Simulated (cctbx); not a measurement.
## Reading a Patterson map

Space group Cm (no. 8), a = 13.7070 Å, b = 3.8200 Å, c = 6.4510 Å, α = 90.00°, β = 117.93°, γ = 90.00°, content Te4 Zr4 Mn2 S4.

Simulated single-crystal data (cctbx): synchrotron X-rays, λ = 0.7749 Å, to d = 0.7 Å, 95 % of the full sphere, strongest reflection 70000 counts, noise from counting, a 6 % proportional error and a noise floor of 15 counts (s.d.); no absorption, some extinction.

Patterson synthesis, origin scaled to 1000:

```text
Patterson group C 1 2/m 1
      u       v       w   height  length (A)
  0.000   0.000   0.000   1000.0     0.00
  0.000   0.500   0.500    596.9     3.75
  0.126   0.000   0.451    535.4     2.60
  0.126   0.500   0.952    519.3     2.69
  0.250   0.000   0.900    312.7     3.78
  0.247   0.000   0.592    156.2     5.18
  0.054   0.000   0.395    133.3     2.30
  0.196   0.500   0.703    123.7     4.40
  0.176   0.500   0.338     95.0     3.05
  0.177   0.000   0.848     91.2     3.01
  0.051   0.500   0.879     37.3     2.29
  0.197   0.000   0.200     31.4     2.38
  0.036   0.238   0.040     21.7     1.01
  0.038   0.149   0.927     19.1     1.02
```

Q: Assign the vectors.

A peak at u stands for all pairs with xi − xj = u, with weight Σ ZiZj against Σ Z² = 19490 at the origin. Peak heights follow these weights only roughly, since form factors, motion and series ripples differ, all vectors within 0.55 Å of a peak are counted as merged into it though the farther ones add only part of their weight, and F(000) is left out, which lowers the whole map:

| u | v | w | shortest length (Å) | height | 1000 ΣZiZj/ΣZ² | pairs in the cell |
| --- | --- | --- | --- | --- | --- | --- |
| 0.000 | 0.500 | 0.500 | 3.75 | 597 | 670 | 8 × Te–S, 4 × Zr–Zr |
| 0.126 | 0.000 | 0.451 | 2.60 | 535 | 558 | 4 × Te–Zr, 4 × Zr–S |
| 0.126 | 0.500 | 0.952 | 2.69 | 519 | 558 | 4 × Te–Zr, 4 × Zr–S |
| 0.250 | 0.000 | 0.900 | 3.71 | 313 | 304 | 2 × Te–Te, 2 × S–S |
| 0.247 | 0.000 | 0.592 | 3.73 | 156 | 171 | 4 × Te–S |
| 0.054 | 0.000 | 0.395 | 2.30 | 133 | 133 | 2 × Te–Mn |
| 0.196 | 0.500 | 0.703 | 3.68 | 124 | 133 | 2 × Te–Mn |
| 0.176 | 0.500 | 0.338 | 3.05 | 95 | 103 | 2 × Zr–Mn |
| 0.177 | 0.000 | 0.848 | 3.01 | 91 | 103 | 2 × Zr–Mn |

The table stops at ten peaks or at a height of 45, below which ripples compete. In the model behind the data Te, the heaviest element, has 2 independent sites: (0.6233, 0, 0.9448) and (0.8723, 1/2, 0.0453), up to an allowed shift of origin; the Te–Te vectors are differences of these positions and their symmetry mates. The whole model:

| atom | mult. | x | y | z | Ueq (Å²) |
| --- | --- | --- | --- | --- | --- |
| Te1 | 2 | 0.6233 | 0 | 0.9448 | 0.0064 |
| Te2 | 2 | 0.8723 | 1/2 | 0.0453 | 0.0055 |
| Zr1 | 2 | 0.5042 | 1/2 | 0.0085 | 0.0032 |
| Zr2 | 2 | 0.5003 | 0 | 0.4923 | 0.0053 |
| Mn1 | 2 | 0.6772 | 0 | 0.3401 | 0.0056 |
| S1 | 2 | 0.6310 | 1/2 | 0.4656 | 0.0040 |
| S2 | 2 | 0.8696 | 0 | 0.5418 | 0.0073 |

The model was made for the exercise: a known structure type with other elements put in, its volume estimated, not relaxed; displacement parameters are assumed.

[Logs are printed without paths, hosts, clocks, repeated set-up lines and the standing remarks that a program may print on its own settings, such as how far it seeks lower states.]
